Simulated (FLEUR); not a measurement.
# MnO (Manganosite): parallel and opposed starts, part 3 of 3

Wanted: the moments of MnO (Manganosite) and the energy of each order that was tried.

FLEUR MaX-R8.1; PBE with U = 4 eV on Mn d; all-electron FLAPW, Dirac cores, scalar-relativistic bands.

So far, largest spin moment in the muffin-tin sphere (μB): step 2 (order 1, typed as ferro +) 4.73; step 3 (run 2 (antiferro q=(0,1/2,1/2) +-)) 4.71; step 4 (start 3: antiferro q=(0,0,1/2) +-) 4.65.

## (5) Run 4 (no spin polarisation)

A spinless run shows what the cell costs with no moments; under a U that can hold a penalty on part-filled orbitals beside the lost exchange.

The k list default-1 (kpts.xml, not shown) is a Γ-centred 10×10×10 mesh.

Input file inp.xml:

```
<?xml version="1.0" encoding="UTF-8" standalone="no"?>
<fleurInput fleurInputVersion="0.39">
   <comment>
      MnO
   </comment>
   <calculationSetup>
      <cutoffs Kmax="4.05" Gmax="12.1" GmaxXC="12.1" numbands="0"/>
      <scfLoop itmax="120" minDistance="0.0001" maxIterBroyd="15" imix="Anderson" alpha="0.05" precondParam="0.0" spinf="2.0" sdNocoIR="T"/>
      <coreElectrons ctail="T" frcor="F" kcrel="0" coretail_lmax="0"/>
      <xcFunctional name="pbe" relativisticCorrections="F"/>
      <magnetism jspins="1"/>
      <soc l_soc="F" theta="0.0" phi="0.0" spav="F"/>
      <expertModes spex="0" secvar="F"/>
      <geometryOptimization l_f="F" forcealpha="1.0" forcemix="BFGS" epsdisp="0.00001" epsforce="0.00001"/>
      <ldaU l_linMix="F" mixParam="0.05" spinf="1.0"/>
   </calculationSetup>
   <cell>
      <bzIntegration valenceElectrons="21.0" mode="hist" fermiSmearingEnergy="0.00183747">
         <kPointListSelection listName="default-1"/>
         <xi:include xmlns:xi="http://www.w3.org/2001/XInclude" href="kpts.xml"> </xi:include>
      </bzIntegration>
      <xi:include xmlns:xi="http://www.w3.org/2001/XInclude" href="sym.xml"> </xi:include>
      <bulkLattice scale="1.0">
         <bravaisMatrix>
            <row-1>    0.0000000000000000     4.2008611749857998     4.2008611749857998</row-1>
            <row-2>    4.2008611749857998     0.0000000000000000     4.2008611749857998</row-2>
            <row-3>    4.2008611749857998     4.2008611749857998     0.0000000000000000</row-3>
         </bravaisMatrix>
      </bulkLattice>
   </cell>
   <atomSpecies>
      <species name="Manganese (Mn)" element="Mn" atomicNumber="25">
         <mtSphere radius="2.62" gridPoints="867" logIncrement="0.014"/>
         <atomicCutoffs lmax="10" lnonsphr="8"/>
         <electronConfig flipSpins="F">
            <coreConfig>(1s1/2) (2s1/2) (2p1/2) (2p3/2)</coreConfig>
            <valenceConfig>(3s1/2) (3p1/2) (3p3/2) (4s1/2) (3d3/2) (3d5/2)</valenceConfig>
            <stateOccupation state="(3d3/2)" spinUp="1.000000" spinDown="1.000000"/>
            <stateOccupation state="(3d5/2)" spinUp="1.500000" spinDown="1.500000"/>
         </electronConfig>
         <energyParameters s="4" p="4" d="3" f="4"/>
         <ldaU l="2" U="4.0" J="0.0" l_amf="F"/>
         <lo type="SCLO" l="0" n="3" eDeriv="0"/>
         <lo type="SCLO" l="1" n="3" eDeriv="0"/>
      </species>
      <species name="Oxygen (O)" element="O" atomicNumber="8">
         <mtSphere radius="1.48" gridPoints="489" logIncrement="0.022"/>
         <atomicCutoffs lmax="6" lnonsphr="4"/>
         <electronConfig flipSpins="F">
            <coreConfig>(1s1/2)</coreConfig>
            <valenceConfig>(2s1/2) (2p1/2) (2p3/2)</valenceConfig>
            <stateOccupation state="(2p1/2)" spinUp="0.666667" spinDown="0.666667"/>
            <stateOccupation state="(2p3/2)" spinUp="1.333333" spinDown="1.333333"/>
         </electronConfig>
         <energyParameters s="2" p="2" d="3" f="4"/>
      </species>
   </atomSpecies>
   <atomGroups>
      <atomGroup species="Manganese (Mn)">
         <relPos label="                   1">.0000000000 .0000000000 .0000000000</relPos>
         <force calculate="T" relaxXYZ="TTT"/>
      </atomGroup>
      <atomGroup species="Oxygen (O)">
         <relPos label="                   2">1.000/2.000 1.000/2.000 1.000/2.000</relPos>
         <force calculate="T" relaxXYZ="TTT"/>
      </atomGroup>
   </atomGroups>
   <output dos="F" band="F" slice="F">
      <bandDOS minEnergy="-.5*Htr" maxEnergy="0.5*Htr" sigma="0.015" storeEVData="T"/>
      <plotting iplot="0" polar="F">
         <plot TwoD="T" vec1="  1.0  0.0  0.0" vec2="  0.0  1.0  0.0" vec3="  0.0  0.0  1.0" zero="  0.0  0.0  0.0" file="plot"/>
      </plotting>
      <moessbauerParams electricFieldGradient="F" isomerShift="F" coreHyperfine="F" valenceHyperfine="F"/>
   </output>
</fleurInput>
```

Input file crystal.txt:

```
MnO
&input film=F cartesian=F /
0.00000000000  2.22300000000  2.22300000000
2.22300000000  0.00000000000  2.22300000000
2.22300000000  2.22300000000  0.00000000000
1.8897261246
1.0 1.0 1.0

2
25 0.00000000000  0.00000000000  0.00000000000
8 0.50000000000  0.50000000000  0.50000000000

&kpt div1=10 div2=10 div3=10 gamma=T /
```

Command:

```
$ OMP_NUM_THREADS=1 inpgen -f crystal.txt > inpgen.log  # inp.xml is then edited as shown
$ OMP_NUM_THREADS=1 mpirun -n 4 fleur_MPI > fleur.log
```

The program printed:

```text
[banner, memory and clock lines left out]
Welcome to FLEUR        (www.flapw.de)
      MaX-Release 8.1          (www.max-centre.eu)

 ========== k-point set info ==========
 Selected k-point list: default-1
 k-point list type: mesh
 0 x 0 x 0
 Number of k points: 48

 [... set-up left out ...]
 no density matrix found ... skipping LDA+U
 Reset of history
 Iteration:     1   Distance:      31.20944194 me/bohr^3
 Iteration:     2   Distance:      43.93220955 me/bohr^3
 Iteration:     3   Distance:      41.12245447 me/bohr^3
 Iteration:     4   Distance:      27.11197885 me/bohr^3
[...]
<sumOfEigenvalues value="     -710.1943424026">
               <coreElectrons value="-697.3113228229"/>
               <valenceElectrons value="-12.8830195797"/>
            </sumOfEigenvalues>
         [... left out ...]
            <freeEnergy value="-1233.7221824067"/>
            <extrapolationTo0K value="-1233.7208488402"/>
         </totalEnergy>
         [... left out ...]
         <ldaUDensityMatrixConvergence>
            <distance spin="1" distance="0.000000"/>
         </ldaUDensityMatrixConvergence>
         <densityConvergence units="me/bohr^3">
            <chargeDensity spin="1" distance="0.0000167643"/>
         </densityConvergence>
      </iteration>
```

The job ended after 11 s (4 MPI ranks of AMD EPYC 7R13 (Zen 3), shared host; peak memory 0.21 GiB; 42 s of CPU time).

Read from the output:

```yaml
free_energy: -33571.2908 eV
program_s_band_gap_on_this_mesh_in_a_metal_only_a_level_spacing: 0.004266 eV
final_state: non-magnetic (no spin polarisation)
```

It lies 4493 meV a seeded atom over the first start.

## (6) Ranking

Free energies are divided by the number of seeded atoms, so that cells of unlike size compare. Wavevectors q in the names are fractions of the primitive cell's reciprocal vectors.

Orders:

```tsv
start	final state	typed order kept	energy over the lowest (meV a seeded atom)	largest sphere moment (μB)	net moment (μB a primitive cell)	mesh matched	CPU time (s)
ferro +	ferromagnetic	yes	70.62	4.726	5	yes	56.26
antiferro q=(0,1/2,1/2) +-	antiferromagnetic	yes	17.54	4.707	0	yes	340.8
antiferro q=(0,0,1/2) +-	antiferromagnetic	yes	0	4.652	0	yes	280.6
no spin polarisation	non-magnetic	-	4563	0	0	yes	41.76
```

## (7) Outcome

```json
{"lowest state found": "antiferromagnetic (typed antiferro q=(0,0,1/2) +-)", "largest site spin moment": "4.65 μB", "next finished state": "antiferromagnetic, 17.5 meV a seeded atom higher", "spinless run over the lowest (under a U no clean measure of the moments)": "4563 meV a seeded atom"}
```

The lowest state found is antiferromagnetic, reached from the start antiferro q=(0,0,1/2) +-, with moments up to 4.65 μB. The next finished state costs 18 meV a seeded atom. Under a U a spinless run can be left with part-filled orbitals, which the U penalises, or fall into a low-spin state, so its energy is no clean measure of what the moments gain. Only 4 starts were tried; other patterns of signs, canted and longer-period orders were not.

[Logs and program files are shortened in this print: banners, set-up blocks, solver, clock and traceback lines can be left out without a mark of their own.]

[Logs are printed without paths, hosts, clocks, repeated set-up lines and the standing remarks that a program may print on its own settings, such as how far it seeks lower states.]

[Hosts, paths, dates, database ids (printed as entryN), source tags and the programs' standing remarks are cut or masked in the printed files.]

[Where a cell is said to come from a database of computed structures, the database is the Materials Project.]
